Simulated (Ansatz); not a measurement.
# Is Tc (P6_3/mmc) a stable metal?, part 2 of 2

The plan: relax Tc (P6_3/mmc), check its phonons, and, if the lattice is stable, compute its Eliashberg function and ρ(T).

Ansatz 0.2.0; DFT PBE, scalar-relativistic, plane waves, PAW.

So far. Step 3 (Relaxation): The largest force is now zero by symmetry and the largest stress component 0.012 GPa. Step 4 (Relaxing tightly for phonons): The largest force is now zero by symmetry and the largest stress component 0.0011 GPa, small enough for phonons. The relaxed cell has a = 2.751, c = 4.403 Å (conventional setting).

## (5) Lattice stability: q 2×2×1, k 6×6×4

Couplings are defined for a stable lattice alone, so phonons come first.

input.yaml

```yaml
crystal:
  lattice:
    - [2.7511682856, 0.0, 0.0]
    - [-1.3755841428, 2.3825816254, 0.0]
    - [0.0, 0.0, 4.4032657861]
  atoms:
    - { symbol: Tc, position: [0.3333333333, 0.6666666667, 0.25] }
    - { symbol: Tc, position: [0.6666666667, 0.3333333333, 0.75] }
kpoints:
  mp_grid: { grid: [6, 6, 4] }
hamiltonian:
  xc: pbe
scf:
  occupations: { method: methfessel_paxton, width: 0.2 }
output:
  eigenvalues: true
phonons:
  method: dfpt
  qmesh: [2, 2, 1]
  temperatures: { t_max: 1000, t_step: 50 }
  qpath:
    path:
      - [[0.0, 0.0, 0.0], [0.5, 0.0, 0.0], [0.33333333, 0.33333333, 0.0], [0.0, 0.0, 0.0], [0.0, 0.0, 0.5], [0.5, 0.0, 0.5], [0.33333333, 0.33333333, 0.5], [0.0, 0.0, 0.5]]
      - [[0.5, 0.0, 0.5], [0.5, 0.0, 0.0]]
      - [[0.33333333, 0.33333333, 0.5], [0.33333333, 0.33333333, 0.0]]
    npoints: 10
  masses: [{ species: Tc, mass: 97.907 }]
```

Started as:

```bash
> ansatz run input.yaml --threads 4 --pin off --max-ram 10240MiB --backend cpu --events-out ev --progress --plain --runs-dir out
```

Numbers of over 12 decimals in the logs are rounded to 6 here.

Output:

```text
[...]
Crystal: 2 atoms, lattice volume = 28.863 Å³
Basis set: ecut = 500 eV, 713 PW (Γ), exchange–correlation on 48×48×72 points (8 copies of the dense FFT grid, shifted against one another)
Bands: 19, of which v1, the nominal top of the filled ones, is band 15 counted from 1 (14 counted from 0)
Symmetry: 24 space group operations
k-points: 21 of 144
[...]
SCF iter   1: F=—  HF=-10796.347100 eV  |F-HF|=—  |Δ(HF+E_count)|=         —  Δρ=5.67e-2  dr2=9.11e-1  ethr=3.10e-3  ⟨swp⟩=4.9  Hψ=1694  notcnv=0
[...]
SCF iter   8: F=-10796.036614 eV  HF=-10796.036614 eV  |F-HF|=1.82e-12  |Δ(HF+E_count)|=  2.18e-11  S|Δr|=    0.00e0  Δρ=3.82e-8  dr2=1.71e-13  ethr=1.00e-12  ⟨swp⟩=5.4  Hψ=1644  notcnv=0
the search or the solves at the SCF's close seem to have found levels that the self-consistency loop had missed (the run counts 1). By its estimate they hold under 1e-12 electrons; where the run keeps them, the occupations were computed again with them
SCF 1 converged in 8 iterations: F = -10796.036614 eV  dr2 = 1.71e-13
[...]
NSCF: frozen V_eff on 21 k-points
[...]
DFPT response loops at q = (0, 0, 0) (fractional): preconditioner auto → Kerker (q_TF=auto, 2.746 Å⁻¹) (partly filled bands, converged f_vac=0.000); β = 1.00, the filter's whole step (`scf.mixing.beta` (0.50) is not read by the response loops under this deck's `scf.mixing.preconditioner`; to damp them name `kerker` or `kerker_dos`, under which they read `scf.mixing.beta`, and type it under 1.00, their step now; both keys bind the ground state too); Broyden in place of MSR1
[...]
SCF converged after 8 iterations
Stability not checked: this state was not tested for a lower state beside it, because cold or Methfessel-Paxton smearing, or corrected tetrahedra, fill the levels in a way that the test cannot read (fill_not_monotonic; see scf.lower_state_search)
Free energy (F): -10796.036614 eV
[...]
Internal energy: -10796.041604 eV  (E = F + TS)
E sigma→0 (E₀):  -10796.037862 eV
Entropy (-TS):   0.004989 eV (2.495 meV/atom)
Fermi energy:    22.091095 eV
[...]
--- Band table (eV; the first three rows and the last of 21) ---
  k-point 0: bands = [... 11 lower, 20.5977, 20.6894, 21.3107, 21.3107, 21.9908, 21.9908, 23.8127, 24.6325]
  k-point 1: bands = [... 11 lower, 20.3854, 20.3854, 20.9606, 20.9606, 22.1713, 22.7520, 22.7520, 24.6062]
  k-point 2: bands = [... 11 lower, 20.2807, 20.4625, 20.4625, 20.4625, 20.4625, 23.9693, 23.9693, 23.9693]
  k-point 20: bands = [... 11 lower, 18.8918, 20.3746, 20.3746, 22.0383, 22.0383, 24.7009, 24.7009, 31.3867]
--- Phonons (Γ-DFPT): 2 representative perturbations + reference (Σ response iterations 6) ---
  ASR residual: 4.009e-5 → 0.000e0 eV/Å²; symmetrization residual: 5.245e-13 eV/Å²
  ASR residual per site (eV/Å²): 4.01e-5 4.01e-5
  Γ frequencies (cm⁻¹): -127.39 0.00 0.00 0.00 133.14 133.14
--- Phonons (arbitrary-q DFPT): 2 irreducible q on the 2×2×1 mesh ---
  q = [0.0000, 0.0000, 0.0000] (star 1, of the zone-centre solve; hermiticity 7.13e-14, symmetrization 1.64e-13): -127.39 -0.00 0.00 0.00 133.14 133.14
  q = [0.0000, -0.5000, 0.0000] (star 3, 3 solved perturbations on 39 of 144 k-point pairs; hermiticity 3.17e-14, symmetrization 1.44e-14): 94.57 112.40 125.67 134.58 217.32 234.53
  sum rule: each row above includes the acoustic sum rule's correction from the zone centre's row sums; it moved no ω² by more than (0.33 cm⁻¹)²
  mesh force constants: q→R imaginary residual 5.25e-18; ASR residual 4.009e-5 → 0.000e0 eV/Å²; symmetrization residual 1.066e-14 eV/Å²
  interpolated dispersion: 93 rows × 6 modes
  density of states and harmonic sums: on the 26×26×14 q-mesh, interpolated from the force constants of a 2×2×1 supercell (no non-analytic term)
  largest difference from the sums on the solved wave vectors: F 1.48e-1 eV, S 2.09e-4 and C_V 6.21e-5 eV/K
  zero-point energy: 0.049400 eV/cell   skipped modes (ω ≤ 0): 196, of them read as no rigid motion or as one in doubt: 193 (2.824e-1 modes/cell left out, lowest -127.39 cm⁻¹)   left out of the sums: 4.71e-2 of the cell's modes: C_V's classical limit lies that fraction below 3 k_B per atom; for a crystal, a wire or a layer, F and S can be off by more, and a phonons.interpolated_qmesh denser along its periods is the remedy for the sampling
```

Wall time 4.7 s (4 threads of Arm Neoverse V1, shared host); peak memory 0.46 GiB; 17 s of CPU time.

In the SCF lines HF is the Harris–Foulkes energy and dr2 the Hartree energy of the density residual, in eV; the loop may stop once dr2 is under the threshold and the program's other checks hold. Hψ counts applications of the Hamiltonian.

This step gave:

```yaml
share_of_imaginary_modes_in_the_plain_interpolation_between_solved_wavevectors: 0.0457
highest_frequency_solved_or_plainly_interpolated: 234.5 cm⁻¹
```

Solved on the 2×2×1 mesh alone; all other wavevectors are interpolated, and an axis with one point has no dispersion of its own. Phonon branches along the path, in cm⁻¹:

```tsv
point	branch 1	branch 2	branch 3	branch 4	branch 5	branch 6
Γ	-127	0	0	0	133	133
halfway	-23	77	77	131	153	191
M	95	112	126	135	217	234
halfway	109	133	141	152	208	224
K	127	127	178	189	189	199
halfway	60	85	100	136	167	197
Γ	-127	0	0	0	133	133
halfway	-118	-49	51	51	123	123
A	-90	-90	94	94	94	94
halfway	52	52	107	107	173	173
L	116	116	119	119	226	226
halfway	122	122	146	146	216	216
H	127	127	189	189	189	189
halfway	74	74	120	120	182	182
A	-90	-90	94	94	94	94
jump to L	116	116	119	119	226	226
halfway	101	114	124	130	220	232
M	95	112	126	135	217	234
jump to H	127	127	189	189	189	189
halfway	127	127	181	189	189	196
K	127	127	178	189	189	199
```

The phonon branches as a text plot (rows in cm⁻¹):

```
    227 |      *****                      ***            ****
    212 |    ****** * ****              **   *   *         **
    197 |     *    ******              *      * * *          ****
    182 |   **      ***  **                    **  *         ****
    167 |  *       ** **   *          *       *  *  *
    152 | *        *    * * *                *    *
    136 |****** *****   ********     *      *        *    ***
    121 |   *  ***  **** *      *       ********** *  *  ********
    106 |     ******    *  *     ******* *        * ** * ****
     91 |  * *****       *        ***   *             ***  **
     76 |     *           * *    *     *           *
     61 | * **             *
     46 |  *                **  *     *
     31 |**                 *                       *
     16 |*                   * *
      1 |                     *
    -14 |                      *
    -29 |
    -44 |                 *     *                    *
    -60 |                        *   *
    -75 |   *                       *                 *
    -90 |                  *      **                   **
   -105 |  *                *    *
   -120 |**                  ****
         Γ      M    K        Γ   A       L    H       A|L M|H  K
```

Among the solved wavevectors the lowest mode, translations apart, is -127 cm⁻¹, imaginary.

## (6) Phonons by linear response: q 3×3×2, k 9×9×6

An imaginary mode on so few k-points may come from the sampling, so the phonons are repeated with another q and k mesh.

input.yaml: that of step 5 with these lines changed.

```diff
@@ -9,3 +9,3 @@
 kpoints:
-  mp_grid: { grid: [6, 6, 4] }
+  mp_grid: { grid: [9, 9, 6] }
 hamiltonian:
@@ -18,3 +18,3 @@
   method: dfpt
-  qmesh: [2, 2, 1]
+  qmesh: [3, 3, 2]
   temperatures: { t_max: 1000, t_step: 50 }
```

Output:

```text
[...]
Crystal: 2 atoms, lattice volume = 28.863 Å³
Basis set: ecut = 500 eV, 713 PW (Γ), exchange–correlation on 48×48×72 points (8 copies of the dense FFT grid, shifted against one another)
Bands: 19, of which v1, the nominal top of the filled ones, is band 15 counted from 1 (14 counted from 0)
Symmetry: 24 space group operations
k-points: 48 of 486
[...]
SCF iter   1: F=—  HF=-10796.373656 eV  |F-HF|=—  |Δ(HF+E_count)|=         —  Δρ=5.50e-2  dr2=8.54e-1  ethr=3.10e-3  ⟨swp⟩=4.9  Hψ=3981  notcnv=0
[...]
SCF iter   8: F=-10796.078844 eV  HF=-10796.078844 eV  |F-HF|=5.46e-12  |Δ(HF+E_count)|=  1.46e-11  S|Δr|=    0.00e0  Δρ=5.48e-8  dr2=5.96e-13  ethr=1.00e-12  ⟨swp⟩=5.2  Hψ=3874  notcnv=0
[...]
SCF 1 converged in 8 iterations: F = -10796.078844 eV  dr2 = 5.96e-13
[...]
SCF converged after 8 iterations
[...]
Free energy (F): -10796.078844 eV
[...]
Internal energy: -10796.083396 eV  (E = F + TS)
E sigma→0 (E₀):  -10796.079982 eV
Entropy (-TS):   0.004552 eV (2.276 meV/atom)
Fermi energy:    22.146301 eV
[...]
--- Band table (eV; the first three rows and the last of 48) ---
  k-point 0: bands = [... 11 lower, 20.6071, 20.6969, 21.3207, 21.3207, 22.0007, 22.0007, 23.8150, 24.6443]
  k-point 1: bands = [... 11 lower, 20.4728, 20.5404, 21.1463, 21.1463, 22.3864, 22.3864, 22.9711, 24.6552]
  k-point 2: bands = [... 11 lower, 20.3622, 20.3622, 20.7808, 20.7808, 21.3668, 23.1815, 23.1815, 24.5027]
  k-point 47: bands = [... 11 lower, 18.8992, 20.3802, 20.3802, 22.0486, 22.0486, 24.7108, 24.7108, 31.3932]
[...]
ASR residual: 9.580e-5 → 0.000e0 eV/Å²; symmetrization residual: 5.245e-13 eV/Å²
  ASR residual per site (eV/Å²): 9.58e-5 9.58e-5
  Γ frequencies (cm⁻¹): -63.59 0.00 0.00 0.00 141.31 141.31
--- Phonons (arbitrary-q DFPT): 6 irreducible q on the 3×3×2 mesh ---
[...]
q = [0.0000, 0.0000, -0.5000] (star 1, 2 solved perturbations in 148 linear systems a pass and spin channel, the states on 100 of 486 k-point pairs; hermiticity 1.07e-10, symmetrization 5.36e-11): 92.70 92.70 92.70 92.70 207.88 207.88
[...]
interpolated dispersion: 93 rows × 6 modes
[...]
```

Wall time 38 s (4 threads); peak memory 0.62 GiB.

Numbers from this step:

- share of imaginary modes in the plain interpolation between solved wavevectors: 0.001
- highest frequency, solved or plainly interpolated: 234 cm⁻¹

Solved on the 3×3×2 mesh alone; all other wavevectors are interpolated. The phonon branches at the labelled points (cm⁻¹):

```tsv
point	branch 1	branch 2	branch 3	branch 4	branch 5	branch 6
Γ	-64	0	0	0	141	141
halfway	79	104	126	147	166	190
M	105	137	144	198	222	232
halfway	135	151	153	191	216	223
K	164	165	173	173	211	211
halfway	110	120	131	150	179	197
Γ	-64	0	0	0	141	141
halfway	47	47	128	128	138	148
A	93	93	93	93	208	208
halfway	127	127	152	152	196	196
L	108	108	155	155	231	231
halfway	84	84	174	174	224	224
H	46	46	198	198	213	213
halfway	134	134	154	154	196	196
A	93	93	93	93	208	208
jump to L	108	108	155	155	231	231
halfway	92	146	150	166	225	234
M	105	137	144	198	222	232
jump to H	46	46	198	198	213	213
halfway	124	124	182	182	213	213
K	164	165	173	173	211	211
```

The phonon branches as a text plot (rows in cm⁻¹):

```
    228 |      ****                      *****           ****
    215 |     ***********               *     *****          ****
    203 |    **  *      **        **** *       *     ****
    191 |    * ** **     *       *    *       * *  **      ****
    178 |   *       ****  *      *           *   *             *
    166 |  *  *     *** *  *                *     *       *     *
    153 | *  *    **   **** *         ** ***       **    **
    141 |***********    ** *****       **                 ***  *
    129 |     **  *      * *    *    **  *         ***   *
    116 |    *                   *  *                **
    104 |  *   ***        *     * * **    **      *   **   ** *
     91 |   ***           * *      *        *          ****
     79 | *                *      *          *   *
     67 |  **              *   * *                           *
     54 |                   *                 * *
     42 |***                 *  *              *
     29 |*                   *
     17 |*                     *
      5 |                     *
     -8 |                   *
    -20 |
    -33 | *
    -45 |
    -57 |*                   **
         Γ      M    K        Γ   A       L    H       A|L M|H  K
```

The modes, Tc has structure finer than the step of the table below, so its rows give means over 10 cm⁻¹, whole bins alone (the curve runs from -73.6 to 250 cm⁻¹). Peaks (cm⁻¹: height): 148.6: 0.0879, 215.8: 0.0697.

Phonopy on the run's constants, 21x21x13 mesh, Gaussian sigma 2.3 cm⁻¹. Table of modes, Tc by wavenumber; means over each step:

```tsv
wavenumber (cm⁻¹)	modes, Tc (1/cm⁻¹/cell)
-60	1.0e-4
-50	5.6e-5
-40	1.7e-4
-30	2.1e-4
-20	3.3e-5
-10	1.3e-6
0	5.1e-5
10	4.4e-5
20	5.3e-4
30	7.5e-4
40	0.00123
50	0.00227
60	0.00406
70	0.00633
80	0.00917
90	0.0164
100	0.0280
110	0.0310
120	0.0370
130	0.0441
140	0.0550
150	0.0824
160	0.0489
170	0.0344
180	0.0252
190	0.0285
200	0.0268
210	0.0443
220	0.0534
230	0.0190
240	6.5e-4
```

No LO-TO term; unit eigenvectors of the mass-weighted matrix. Modes at Γ (negative means imaginary):

```tsv
mode	frequency (cm⁻¹)	symmetry
1	-63.6	B1g
2	0.0	unnamed
3	0.0	unnamed
4	0.0	unnamed
5	141.3	E2g
6	141.3	E2g
```

Displacements in mode 1 (-63.6 cm⁻¹), the largest set to 1:
```
Tc1  0.00  0.00  1.00
Tc2  0.00  0.00 -1.00
```

Displacements in mode 5 (141.3 cm⁻¹), the largest set to 1:
```
Tc1  1.00  0.00  0.00
Tc2 -1.00  0.00  0.00
```

Among the solved wavevectors the lowest mode, translations apart, is -63.6 cm⁻¹, imaginary.

## (7) Summary of results

| Quantity | Value |
| --- | --- |
| phonon run of the rows without a label of their own | PBE, q 3×3×2, k 9×9×6 |
| softest mode on the q mesh | -63.6 cm⁻¹ at q = (0, 0, 0) |
| highest frequency, solved or plainly interpolated | 234 cm⁻¹ |

What this shows: The lattice is dynamically unstable at this level: a mode at q = (0, 0, 0) is imaginary, 63.6i cm⁻¹, so no harmonic coupling constant or resistivity is defined for this structure. These meshes are coarse, and single modes of a metal can move by tens of cm⁻¹ with the k mesh. The phase is known from measured structures, so on meshes this coarse the instability is likely an artefact, or the phase is held by temperature or order that this cell lacks.

[Logs are printed without paths, hosts, clocks, repeated set-up lines and the standing remarks that a program may print on its own settings, such as how far it seeks lower states.]

[Hosts, paths, dates, database ids (printed as entryN), source tags and the programs' standing remarks are cut or masked in the printed files.]
